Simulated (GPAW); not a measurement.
## GaBi (honeycomb monolayer): G0W0 with GPAW, start to end

How does a plane-wave GW calculation on GaBi (honeycomb monolayer) run from the first input to the gap?

Calculated with GPAW 26.7.0; LDA and many-body steps on it, plane waves.

Report form: the programs' logs are mostly left out.

### 1. Set-up

The cell holds 2 atoms: 1 Ga and 1 Bi. Cell: a = 4.369 Å, b = 4.369 Å, c = 11.400 Å, α = 90.0°, β = 90.0°, γ = 120.0°. Vacuum lies along c.

Structure file:

```cif
data_structure
_symmetry_space_group_name_H-M 'P 1'
_symmetry_Int_Tables_number 1
_cell_length_a 4.3694
_cell_length_b 4.3694
_cell_length_c 11.4000
_cell_angle_alpha 90.000
_cell_angle_beta 90.000
_cell_angle_gamma 120.000
_cell_volume 188.48
loop_
_atom_site_label
_atom_site_type_symbol
_atom_site_fract_x
_atom_site_fract_y
_atom_site_fract_z
_atom_site_occupancy
Ga1 Ga 0.33333 0.66667 0.48246 1
Bi2 Bi 0.66667 0.33333 0.51754 1
```

The start is a generated structure, not a measured one. Spin-orbit coupling is left out unless a step names it.

### 2. Relaxation

This step: GPAW 26.7.0; DFT, LDA, plane waves, PAW.

Gaps follow bond lengths, so the structure is brought to rest first.

Contents of run.py:

```python
import json
import numpy as np
from gpaw.mpi import world
from ase import Atoms
from ase.constraints import FixSymmetry
from ase.filters import FrechetCellFilter
from ase.optimize import BFGS
from gpaw import GPAW, PW, FermiDirac

atoms = Atoms(['Ga', 'Bi'],
    cell=[[4.3693527562, 0.0000000000, 0.0000000000],
      [-2.1846763781, 3.7839704850, 0.0000000000],
      [0.0000000000, 0.0000000000, 11.4000000000]],
    scaled_positions=[[0.3333333333, 0.6666666667, 0.4824561404],
      [0.6666666667, 0.3333333333, 0.5175438596]],
    pbc=(True, True, False))
atoms.set_constraint(FixSymmetry(atoms))
atoms.calc = GPAW(mode=PW(550),
    xc='LDA',
    kpts={'size': (6, 6, 1), 'gamma': True},
    occupations=FermiDirac(0.02),
    convergence={'density': 1e-5},
    txt='relax.txt')
steps = []
opt = BFGS(FrechetCellFilter(atoms, mask=[1, 1, 0, 0, 0, 1]), logfile='bfgs.log')
opt.attach(lambda: steps.append([atoms.get_potential_energy(), atoms.cell[:], atoms.positions.copy(), atoms.get_forces()]))
converged = opt.run(fmax=0.03, steps=50)
res = {'converged': bool(converged), 'steps': steps, 'cell': atoms.cell[:], 'frac': atoms.get_scaled_positions()}

if world.rank == 0:
    with open('result.json', 'w') as f:
        json.dump(res, f, default=lambda x: x.tolist())
```

The run is started by

```
$ mpirun -n 4 gpaw python run.py
```

Elapsed: 42 s, on 4 MPI ranks of Arm Neoverse V1, shared host; peak memory 1 GiB; 2.8 min of CPU time.

Step by step:

```tsv
step	energy less that of the first step (eV)	largest force (eV/Å)
1	0.0000	0.5514
2	-0.0284	0.5138
3	-0.0766	0.3632
4	-0.0826	0.3145
5	-0.0963	0.1649
6	-0.1071	0.0365
7	-0.1213	0.0925
8	0.0545	0.5714
9	-0.1345	0.0545
10	-0.1348	0.0098
11	-0.1349	0.0099
```

The atoms that moved most (Å):

```tsv
atom	dx	dy	dz	length
Ga1	0.000	0.000	-0.178	0.178
Bi2	0.000	0.000	0.178	0.178
```

Final coordinates:

```cif
data_structure
_symmetry_space_group_name_H-M 'P 1'
_symmetry_Int_Tables_number 1
_cell_length_a 4.3943
_cell_length_b 4.3943
_cell_length_c 11.4000
_cell_angle_alpha 90.000
_cell_angle_beta 90.000
_cell_angle_gamma 120.000
_cell_volume 190.64
loop_
_atom_site_label
_atom_site_type_symbol
_atom_site_fract_x
_atom_site_fract_y
_atom_site_fract_z
_atom_site_occupancy
Ga1 Ga 0.33333 0.66667 0.46685 1
Bi2 Bi 0.66667 0.33333 0.53314 1
```

### 3. Ground state

The ground-state density comes first.

Contents of run.py:

```python
import json
import numpy as np
from gpaw.mpi import world
from ase import Atoms
from gpaw import GPAW, PW, FermiDirac

atoms = Atoms(['Ga', 'Bi'],
    cell=[[4.3943299883, 0.0000000000, 0.0000000000],
      [-2.1971649942, 3.8056014025, 0.0000000000],
      [0.0000000000, 0.0000000000, 11.4000000000]],
    scaled_positions=[[0.3333333333, 0.6666666667, 0.4668538427],
      [0.6666666667, 0.3333333333, 0.5331426218]],
    pbc=(True, True, False))
calc = GPAW(mode=PW(450),
    xc='LDA',
    kpts={'size': (9, 9, 1), 'gamma': True},
    occupations=FermiDirac(0.001),
    nbands=-7,
    convergence={'density': 1e-6, 'bands': -3},
    maxiter=100,
    txt='gs.txt')
atoms.calc = calc
res = {'energy': atoms.get_potential_energy()}
kpts = calc.get_ibz_k_points()
res['kpts'] = kpts
res['eigenvalues'] = [calc.get_eigenvalues(kpt=k) for k in range(len(kpts))]
res['n_electrons'] = calc.get_number_of_electrons()
calc.write('gs.gpw')

if world.rank == 0:
    with open('result.json', 'w') as f:
        json.dump(res, f, default=lambda x: x.tolist())
```

The run is started by

```
$ mpirun -n 4 gpaw python run.py
```

The job ended after 6.9 s (4 MPI ranks; peak memory 0.72 GiB; 27 s of CPU time).

This step gave:

```
total energy               : -8.017 eV
gap                        : 0.2021 eV
k of the valence top       : 0, 0, 0
k of the conduction bottom : 0, 0, 0
least direct gap           : 0.2021 eV
```

The gap is direct, at Γ.

### 4. Empty states on the mesh, 6×6×1 mesh, 319 bands

The sums over transitions need many empty states on a uniform mesh; this step solves for them.

Contents of run.py:

```python
import json
import numpy as np
from gpaw.mpi import world
from gpaw import GPAW

calc = GPAW('gs.gpw').fixed_density(kpts={'size': (6, 6, 1), 'gamma': True},
    parallel={'domain': 1, 'band': 1},
    txt='nscf.txt')
calc.diagonalize_full_hamiltonian(nbands=319)
calc.write('full.gpw', mode='all')
res = {}
kpts = calc.get_ibz_k_points()
res['kpts'] = kpts
res['eigenvalues'] = [calc.get_eigenvalues(kpt=k) for k in range(len(kpts))]
res['n_electrons'] = calc.get_number_of_electrons()

if world.rank == 0:
    with open('result.json', 'w') as f:
        json.dump(res, f, default=lambda x: x.tolist())
```

The run is started by

```
$ mpirun -n 4 gpaw python run.py
```

The job ended after 2.7 min (4 MPI ranks; peak memory 5.5 GiB).

This step gave:

- gap: 0.2021 eV
- k of the valence top: 0, 0, 0
- k of the conduction bottom: 0, 0, 0
- least direct gap: 0.2021 eV
- k points computed: 7
- lowest point of the top converged band, above the valence top: 79.0970 eV

On this mesh the gap is 0.202 eV.

### 5. Screening and self-energy, 6×6×1 mesh, 143 bands, screening to 48 eV

Now the one-shot GW correction: screening in the RPA, then the self-energy of the levels asked for.

This step: G0W0 on LDA, plane waves, PAW.

Contents of run.py:

```python
import json
import numpy as np
from gpaw.mpi import world
from gpaw.response.g0w0 import G0W0

gw = G0W0('full.gpw',
    filename='gw',
    kpts=[0],
    bands=(7, 11),
    ecut=48,
    nbands=143,
    truncation='2D',
    integrate_gamma='sphere',
    q0_correction=True,
    frequencies={'type': 'nonlinear', 'domega0': 0.15, 'omega2': 15.0},
    eta=0.1,
    nblocksmax=True)
gw.calculate()
res = {mode: {k: v for k, v in r.items() if k != 'sigma_eskwn'}
       for mode, r in gw.all_results.items()}

if world.rank == 0:
    with open('result.json', 'w') as f:
        json.dump(res, f, default=lambda x: x.tolist())
```

The run is started by

```
$ mpirun -n 4 gpaw python run.py
```

Wall time 49 s (4 MPI ranks); peak memory 1.6 GiB.

Numbers from this step:

```
G0W0 gap on the points computed              : 0.7606 eV
least direct G0W0 gap on the computed points : 0.7606 eV
Z at the valence top                         : 0.6699
Z at the conduction bottom                   : 0.6627
starting gap on the mesh                     : 0.2021 eV
k of the valence top                         : 0, 0, 0
k of the conduction bottom                   : 0, 0, 0
```

The gap on the mesh goes from 0.20 eV to 0.76 eV, a correction of +0.56 eV.

Limits: finite bands, cutoff and mesh; model gap, bands may invert with spin-orbit coupling; no spin-orbit coupling. v1 is the top filled band, c1 the lowest empty one. The levels before and after the correction (eV, zero at the valence-band top of each column):

```tsv
	conduction bottom	valence top
Kohn-Sham	0.20	0.00
G0W0	0.76	0.00
```

```tsv
	level	energy (eV)
Kohn-Sham	Γ v2-v1	0.000
Kohn-Sham	Γ c1	0.202
Kohn-Sham	Γ c2	2.600
G0W0	Γ v2-v1	0.000
G0W0	Γ c1	0.761
G0W0	Γ c2	2.657
```

### 6. Where the time went

Times are wall times on 4 MPI ranks of Arm Neoverse V1, shared host, good to a factor of about two.

```tsv
step	time	share	memory (GiB)
relaxation	42 s	16 %	1.0
ground state	6.9 s	3 %	0.72
empty states on the mesh	2.7 min	63 %	5.5
screening and self-energy	49 s	19 %	1.6
```

### 7. What came out

| Property | Result |
| --- | --- |
| LDA gap | 0.20 eV, direct |
| G0W0 gap on the mesh | 0.76 eV |
| GW settings | 6×6×1 mesh, 143 bands, screening to 48 eV, full frequency, Hilbert transform |
| known limits | not at the basis limit; model gap, bands may invert with spin-orbit coupling; no spin-orbit coupling |

**Reading.** G0W0 moves the gap on the mesh from 0.20 eV to 0.76 eV (+0.56 eV), with Z of 0.67 and 0.66 at the edges. Only 1 of the mesh's irreducible points was corrected, so a valley elsewhere could overtake. The dearest step here is «empty states on the mesh». Bands and cutoff are finite, so the gap is not at the basis limit. The miss can reach some tenths of an eV and take either sign; the mesh is an error of its own. These stock PAW sets were not made for GW; the filled d or f shell of Ga lies in the frozen core, which bears on start and correction. In the G0W0 run levels were corrected at 1 k point alone, so a gap called «on the mesh» is the least over those, and an edge elsewhere would be missed. Where an edge is built on 6p states of lead, bismuth or thallium, scalar-relativistic gaps usually stand too wide, by a few tenths to over one eV. With atoms this heavy and so narrow a gap, spin-orbit coupling can invert the bands. These scalar-relativistic gaps are then model values, not to be set against experiment, and a spin-orbit change taken from DFT can't simply be added.

[Paths, hosts, dates, memory and timing lines, banners, echoed tables and standing remarks are left out of the program output.]

[Logs are printed without paths, hosts, clocks, repeated set-up lines and the standing remarks that a program may print on its own settings, such as how far it seeks lower states.]

[Runs of the session that timed out or met a known fault of the program may be left out.]

[Hosts, paths, dates, database ids (printed as entryN), source tags and the programs' standing remarks are cut or masked in the printed files.]
